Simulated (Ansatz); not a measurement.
# From r2SCAN to G0W0: BaTiO3 (R3m)

How far does one-shot GW move the r2SCAN gap of BaTiO3 (R3m)?

Calculated with Ansatz 0.2.0; r2SCAN, then G0W0 on it, plane waves, PAW.

**1. Set-up**

The structure is trigonal, space group R3m (No. 160). Conventional cell: a = 5.655 Å, b = 5.655 Å, c = 6.955 Å, α = 90.00°, β = 90.00°, γ = 120.00°. Ba has 12 O at 2.79 to 2.89 Å nearest. Nearest to Ti lie 6 O at 1.87 to 2.14 Å. Nearest to O lie 2 Ti at 1.87 to 2.14 Å and 4 Ba at 2.79 to 2.89 Å. Farther neighbours and most contacts between anions are not listed.

Coordinates:

```cif
data_structure
_symmetry_space_group_name_H-M 'R3m:H'
_symmetry_Int_Tables_number 160
_cell_length_a 5.6547
_cell_length_b 5.6547
_cell_length_c 6.9552
_cell_angle_alpha 90.000
_cell_angle_beta 90.000
_cell_angle_gamma 120.000
_cell_volume 192.60
loop_
_atom_site_label
_atom_site_type_symbol
_atom_site_symmetry_multiplicity
_atom_site_Wyckoff_symbol
_atom_site_fract_x
_atom_site_fract_y
_atom_site_fract_z
_atom_site_occupancy
Ba1 Ba 3 a 0.00000 0.00000 0.00000 1
Ti1 Ti 3 a 0.33333 0.66667 0.15117 1
O1 O 9 b 0.49703 0.99407 0.01157 1
```

The cell and positions come from the Crystallography Open Database and are kept as given unless a step says otherwise. Spin-orbit coupling is left out unless a step names it. The default PAW set here is soft_2. Its files were made with PBE.

**2. Bands along the symmetry lines**

Levels along a band path and on the mesh show where this functional puts the band edges.

This step: DFT, r2SCAN, plane waves, PAW.

Input file input.yaml:

```yaml
crystal:
  lattice:
    - [2.8273666084, 1.6323808724, 2.3183934932]
    - [-2.8273666084, 1.6323808724, 2.3183934932]
    - [0.0, -3.2647617449, 2.3183934932]
  atoms:
    - { symbol: Ba, position: [0.0, 0.0, 0.0] }
    - { symbol: Ti, position: [0.4845, 0.4845, 0.4845] }
    - { symbol: O, position: [0.5086, 0.5086, 0.0175] }
    - { symbol: O, position: [0.0175, 0.5086, 0.5086] }
    - { symbol: O, position: [0.5086, 0.0175, 0.5086] }
kpoints:
  mp_grid: { grid: [6, 6, 6] }
  band_path:
    path:
      - [[0.0, 0.0, 0.0], [0.5, 0.5, 0.5], [0.50282879, 0.49717121, 0.5]]
      - [[0.5, -0.49717121, 0.49717121], [0.5, 0.0, 0.0], [0.0, 0.0, 0.0], [0.49858561, -0.49858561, 0.0]]
      - [[0.50141439, 0.0, 0.49858561], [0.5, 0.0, 0.5], [0.0, 0.0, 0.0]]
    npoints: 10
hamiltonian:
  xc: r2scan
scf:
  occupations: { method: fermi_dirac, width: 0.02 }
  n_extra_bands: 5
output:
  eigenvalues: true
  forces: true
  stress: true
  write_density: true
  write_potential: true
  elf: true
  volumetric_format: npy
```

Launch:

```bash
ansatz run input.yaml --threads 3 --pin off --max-ram 92160MiB --backend cuda --events-out ev --progress --plain --runs-dir out --devices 1 --max-vram 13GiB  # rebuilt from the run's record
```

Numbers of over 12 decimals in the logs are rounded to 6 here.

What it wrote:

```text
scf.n_extra_bands = 5 over 20 filled bands (N_el = 40.0): the run solves 25 bands
GPUs: using 1 of 1 available (devices: 1).
Engine: ansatz 0.2.0, x86_64-unknown-linux-gnu
Pseudopotentials: kind: paw
Pseudopotential: Ba, paw, valence charge 10, recommended cutoff 500 eV (meta_gga), Ba.paw.azcp
Pseudopotential: Ti, paw, valence charge 12, recommended cutoff 500 eV (meta_gga), Ti.paw.azcp
Pseudopotential: O, paw, valence charge 6, recommended cutoff 500 eV (meta_gga), O.paw.azcp
Functional definition: r2SCAN
  parameter k0 = 0.174
  parameter k1 = 0.065
  parameter a1 = 4.9479
  exchange = r2scan_x(k0 = k0, k1 = k1, a1 = a1)
  correlation = r2scan_c
device memory: the entry about to start is reckoned to put 1.5 GiB on a device that reports 53.6 GiB free (of which the cap on the GPU budget leaves the run 13.0 GiB)
GPU FFT provider: cuFFT
GPU libraries: cuBLAS 13.8.2, cuFFT 12.4.0, cuSOLVER 12.3.4
Crystal: 5 atoms, lattice volume = 64.201 Å³
Basis set: ecut = 500 eV, 1647 PW (Γ), exchange–correlation on 120×120×120 points (64 copies of the dense FFT grid, shifted against one another)
Bands: 25, of which v1, the nominal top of the filled ones, is band 20 counted from 1 (19 counted from 0)
Symmetry: 6 space group operations
Space group: R3m (ITA 160), of the structure as read, at distance tolerance 4.0e-5 Å
k-points: 32 of 216 (time reversal used)
Non-local potential: Ba, projectors of the file, l = 0: 3, l = 1: 2, l = 2: 2, l = 3: 2
Non-local potential: Ti, projectors of the file, l = 0: 3, l = 1: 2, l = 2: 3, l = 3: 1
Non-local potential: O, projectors of the file, l = 0: 2, l = 1: 2, l = 2: 1
PAW form: soft (Blöchl's): semilocal exchange-correlation on the pseudo side does not see the compensation charge
PAW frozen core: Ba, regenerated for the run's functional (the file was generated under x = pbe(κ = 0.804, μ = 0.219515), c = pbe(β = 0.066725))
PAW frozen core: Ti, regenerated for the run's functional (the file was generated under x = pbe(κ = 0.804, μ = 0.219515), c = pbe(β = 0.066725))
PAW frozen core: O, regenerated for the run's functional (the file was generated under x = pbe(κ = 0.804, μ = 0.219515), c = pbe(β = 0.066725))
PAW one-centre angular grid: Ba, 302 points (default); XC on 160 Gauss nodes
PAW one-centre angular grid: Ti, 590 points (default); XC on 160 Gauss nodes
PAW one-centre angular grid: O, 302 points (default); XC on 160 Gauss nodes
Initial density: superposition of atomic densities (neutral atoms: chi_scale 0, normalization atom), corrected by the library's trained network
Initial wavefunctions: pseudopotential atomic-orbital guess
GPU buffer pool allocated for 27000 grid points (all kernels)
GPU transforms: local potential and band sums: pruned to the plane-wave sphere, on 30×30×30
Functional: x = r2scan, c = r2scan; τ floored in thin density (d = 2e-4 eV/Å³)
SCF iter   1: F=—  HF=-10183.728103 eV  |F-HF|=—  |Δ(HF+E_count)|=         —  Δρ=2.09e-2  dr2=3.49e-1  dr2_τ=2.49e-1  ethr=1.77e-3  ⟨swp⟩=6.4  Hψ=4126  notcnv=0
preconditioner: auto → Resta (q_TF=auto, 2.521 Å⁻¹)  ε∞=4.9  [insulator: Δε(μ)=3.257 eV  Ē_g=13.213 eV  σ=0.020 eV  W_gap=1.00  n_scr=18 (ndim 8)  ℏωp=26.2 eV  f_vac=0.000  D(μ)=0.00/eV (n_scr^D=0)  ε∞_Penn≈4.9]
SCF iter   2: F=—  HF=-10183.837682 eV  |F-HF|=—  |Δ(HF+E_count)|=   1.10e-1  Δρ=1.07e-2  dr2=4.46e-2  dr2_τ=1.88e-2  ethr=8.73e-4  ⟨swp⟩=3.5  Hψ=1819  notcnv=0  defer=32
SCF iter   3: F=—  HF=-10183.831803 eV  |F-HF|=—  |Δ(HF+E_count)|=   5.88e-3  Δρ=3.59e-3  dr2=5.50e-3  dr2_τ=4.09e-4  ethr=1.12e-4  ⟨swp⟩=2.2  Hψ=1194  notcnv=0  defer=32
SCF iter   4: F=—  HF=-10183.831127 eV  |F-HF|=—  |Δ(HF+E_count)|=   6.76e-4  Δρ=1.45e-3  dr2=9.51e-4  dr2_τ=1.49e-4  ethr=1.37e-5  ⟨swp⟩=2.0  Hψ=1409  notcnv=0  defer=32
SCF iter   5: F=—  HF=-10183.830861 eV  |F-HF|=—  |Δ(HF+E_count)|=   2.66e-4  Δρ=3.17e-4  dr2=4.97e-5  dr2_τ=3.96e-6  ethr=2.38e-6  ⟨swp⟩=2.7  Hψ=1222  notcnv=0  defer=32
SCF iter   6: F=—  HF=-10183.830947 eV  |F-HF|=—  |Δ(HF+E_count)|=   8.65e-5  Δρ=8.00e-5  dr2=4.94e-6  dr2_τ=2.84e-7  ethr=1.24e-7  ⟨swp⟩=2.4  Hψ=1252  notcnv=0  defer=32
SCF iter   7: F=-10183.830947 eV  HF=-10183.830947 eV  |F-HF|=1.44e-8  |Δ(HF+E_count)|=   4.88e-7  Δρ=7.01e-6  dr2=1.85e-8  dr2_τ=4.37e-9  ethr=2.50e-10  ⟨swp⟩=13.8  Hψ=8484  notcnv=0
SCF 1 converged in 7 iterations: F = -10183.830947 eV  dr2 = 1.85e-8
  greatest PAW one-centre occupation: 0.999 electrons in one spin orbital (limit 2), on the Ti atom at site 1 (counted from 0), in its partial waves of l = 1
device memory: the entry about to start is reckoned to put 2.7 GiB on a device that reports 50.1 GiB free (of which the cap on the GPU budget leaves the run 13.0 GiB)
NSCF: frozen V_eff on 73 k-points, pencils in batches of 32, up to order 112
SCF converged after 7 iterations
Free energy (F): -10183.830947 eV
Harris-Foulkes:  -10183.830947 eV  (|F-HF|=1.44e-8)
Internal energy: -10183.830947 eV  (E = F + TS)
E sigma→0 (E₀):  -10183.830947 eV
Fermi energy:    11.323217 eV
--- Per-component energies (eV) ---
  E_band       = -173.576941
  E_kinetic    = 975.426533
  E_local      = -2117.759561  (includes V_loc(G=0)·N_el)
  E_nonlocal   = 199.877824
  E_hartree    = 829.184702
  E_xc         = -475.635978
  E_vxc        = -604.754691  (∫ρ·V_xc dr)
  E_paw        = -6785.434985  (= ΣΔE_a)
  E_vpaw       = -321.560396  (= ΣTr[D̂ρ^β])
  E_aug_tail   = 0.003066  (compensation charges beyond the density's cutoff)
  E_vtau       = 36.821863  (kinetic-family band-sum trace: ∫τ·v_τ [+ j·A + Jᵃ·Aᵃ] dr)
  E_ewald      = -2809.213684
  E_core_change = -0.278864  (= ΣΔE_core)
  E_smearing   = -0.000000  (= −TS)
  E_closure    = 0.000000  (closes the sum)
  Σ components = -10183.830947   (vs F -10183.830947, Δ=0.00e0)
--- Forces (eV/Å), atoms counted from 1 ---
  atom   1  Ba    -0.00000000     0.00000000    -0.13336953
  atom   2  Ti    -0.00000000    -0.00000000     0.09540785
  atom   3  O      0.00000000     0.04249172     0.01266535
  atom   4  O     -0.03679891    -0.02124586     0.01266535
  atom   5  O      0.03679891    -0.02124586     0.01266535
  max |Σ_I F_I| component: 3.43e-5 eV/Å
--- Stress (GPa, compression-positive) ---
        1.928626      -0.000000       0.000000
       -0.000000       1.928626       0.000000
        0.000000       0.000000       1.865430
  P = ⅓ Tr σ = 1.9076 GPa (19.076 kbar)
--- Band table (eV; the first three rows and the last of 32) ---
  k-point 0: bands = [... 16 lower, 8.8039, 9.4350, 9.5486, 9.5486, 12.7160, 12.7160, 12.8528, 14.7907, ... 1 higher]
  k-point 1: bands = [... 16 lower, 8.6513, 9.0138, 9.4254, 9.4590, 12.7603, 13.0721, 13.1061, 14.7878, ... 1 higher]
  k-point 2: bands = [... 16 lower, 8.3723, 8.4856, 9.1290, 9.1973, 12.8296, 13.7327, 13.8338, 14.7749, ... 1 higher]
  k-point 31: bands = [... 16 lower, 7.6167, 9.9031, 9.9031, 9.9171, 14.6514, 14.8074, 14.8074, 17.2666, ... 1 higher]
```

It took 9.2 s on 1 × NVIDIA H100 80GB HBM3 (shared by 6 runs) with 3 threads of AMD EPYC 7R13 (Zen 3), shared host; peak memory 1 GiB; 7.2 s of CPU time.

Numbers from this step:

```
pressure             : 1.908 GPa
filled bands         : 20
gap                  : 2.799 eV
valence top at       : T
conduction bottom at : Γ
least direct gap     : 3.138 eV
```

Over mesh and path the gap is 2.799 eV, from k = (0.500, 0.500, 0.500) to k = Γ. The least direct gap found is 3.138 eV, at k = (0.050, -0.050, 0.000).

The electronic bands at the labelled points (eV, zero at the top of the highest nominally filled band):

```
     point  band 17  band 18  band 19  band 20  band 21  band 22  band 23  band 24
         Γ    -1.11    -0.48    -0.37    -0.37     2.80     2.80     2.94     4.87
   halfway    -2.31    -0.73    -0.73    -0.59     3.92     3.94     3.94     6.68
         T    -2.30    -0.01    -0.01     0.00     4.73     4.89     4.89     7.35
   halfway    -2.30    -0.01    -0.01     0.00     4.73     4.89     4.89     7.35
        H2    -2.30    -0.01    -0.01     0.00     4.73     4.89     4.89     7.35
jump to H0    -2.30    -0.01    -0.01     0.00     4.73     4.89     4.89     7.35
   halfway    -2.09    -0.82    -0.56    -0.50     3.92     4.36     4.49     6.63
         L    -1.65    -1.59    -0.94    -0.83     2.94     4.18     4.28     4.84
   halfway    -1.42    -1.20    -0.63    -0.61     2.88     3.47     3.56     4.87
         Γ    -1.11    -0.48    -0.37    -0.37     2.80     2.80     2.94     4.87
   halfway    -1.60    -1.07    -0.86    -0.46     3.39     3.61     3.83     5.36
        S0    -1.64    -0.87    -0.83    -0.05     4.26     4.26     4.63     5.49
jump to S2    -1.64    -0.87    -0.83    -0.05     4.26     4.26     4.63     5.49
   halfway    -1.64    -0.87    -0.83    -0.05     4.26     4.26     4.63     5.49
         F    -1.64    -0.87    -0.83    -0.05     4.26     4.26     4.63     5.49
   halfway    -1.63    -0.99    -0.89    -0.49     3.47     3.60     3.83     5.37
         Γ    -1.11    -0.48    -0.37    -0.37     2.80     2.80     2.94     4.87
```

Valence density in the ac plane of the conventional cell at fractional y = 0.000, with atoms of Ba and Ti and O within 0.2 Å of it. It is the smooth field of the valence electrons, not physical close to the nuclei.

Ten steps, logarithmic in the rise over the least value, from '_' (0.0 e/Å³) to '@' (9.6 e/Å³), each cell a mean:
```
==++++--..::++##%%**==::::==++==
++++==::....--++++==::....--++++
====::..__....::::::..__..::--==
::............................::
__....::--::....__..::::::::..__
__..::--==--::......::--==--....
::::::------::......::------::..
**==::::::::..______..::::::--++
@@##==::....__________....::**%%
@@%%++::....__________..::--##@@
@@%%==----::..______..::----**@@
**++--====--..____..::--==--==**
::::--====--::..__..::====--::::
....::----::..____..::----::....
................................
--::....____..::::....____..::--
++++--..__..--==++==::....::==++
++++++--..::++##%%**==..::==++++
--++++--::--**%%@@##==::::==++==
```
Columns run along a (5.7 Å), rows up along c (7.0 Å), edges of the conventional cell, whose origin can differ from the input's. Atoms in or near the plane, at fractional coordinates: Ba at (0.00, 0.00), Ti at (0.00, 0.48), O at (0.50, 0.01).

Electrostatic potential energy in the ac plane of the conventional cell at fractional y = 0.000, with atoms of Ba and Ti and O within 0.2 Å of it. With pseudopotentials it is smooth inside the atoms' cores, unlike the true potential.

Values in eV, 19 rows by 16 columns, each cell a mean:
```
-29 -27 -16   2  12  14   2 -22 -26 -11  12  13   8  -7 -23 -29
-24 -19  -6   7  13  15  14   6   3  11  15  14  10   1 -14 -23
 -7  -2   6  11  14  15  15  14  14  14  15  14  13   9   2  -6
  8  10  12  14  15  15  14  13  13  14  15  15  14  13  11   9
 13  13  14  15  15  15  14  13  12  13  14  15  15  15  14  13
 12  13  14  14  14  14  14  13  12  13  14  14  14  14  14  13
  5   8  12  13  14  14  14  13  13  13  14  14  13  12  10   7
-14  -6   5  12  14  15  14  13  13  14  15  14  13   9  -1 -12
-27 -22  -5   9  14  15  14  14  13  14  15  14  12   3 -15 -26
-30 -26 -11   7  13  15  14  14  14  14  15  14  11  -1 -21 -29
-28 -23  -6   9  13  15  14  14  13  14  15  14  11   2 -17 -27
-16  -9   4  11  13  14  14  13  13  14  14  14  12   8  -2 -14
  4   7  11  13  13  14  14  13  13  13  14  14  13  12   9   5
 11  12  14  14  15  14  14  13  13  13  14  15  15  14  13  12
 11  12  13  14  15  15  14  13  13  14  15  15  15  14  13  11
  2   6  10  13  14  15  14  14  14  14  15  15  14  11   8   4
-16 -11   1   9  13  15  14   8   5  12  15  14  12   6  -6 -15
-28 -24 -11   5  12  14   4 -20 -24  -8  12  14   9  -3 -19 -27
-30 -28 -18   1  11  14  -7 -29 -30 -21   9  13   7  -9 -25 -30
```
Columns run along a (5.7 Å; values clipped at the 3rd and 97th percentile), rows up along c (7.0 Å), edges of the conventional cell, whose origin can differ from the input's. Atoms in or near the plane, at fractional coordinates: Ba at (0.00, 0.00), Ti at (0.00, 0.48), O at (0.50, 0.01).

[end of part 1 of 2]

[Paths, hosts, dates, memory and timing lines, banners, echoed tables and standing remarks are left out of the program output.]

[Logs are printed without paths, hosts, clocks, repeated set-up lines and the standing remarks that a program may print on its own settings, such as how far it seeks lower states.]

[Runs of the session that timed out or met a known fault of the program may be left out.]

[Cells called generated may have been cut or substituted from an entry of the Crystallography Open Database or the Materials Project.]

[Hosts, paths, dates, database ids (printed as entryN), source tags and the programs' standing remarks are cut or masked in the printed files.]

[Where an RPA ε∞ is given, it is that of the G0W0 mesh and is not shown converged in it. Names of k-points follow the symmetry that the program found, which can be lower than the space group named. Band edges on a path are those of the sampled points; other points can move an edge, and change direct to indirect where valleys lie close.]

[Hybrid gaps are those of their k-mesh and are not shown converged in it.]
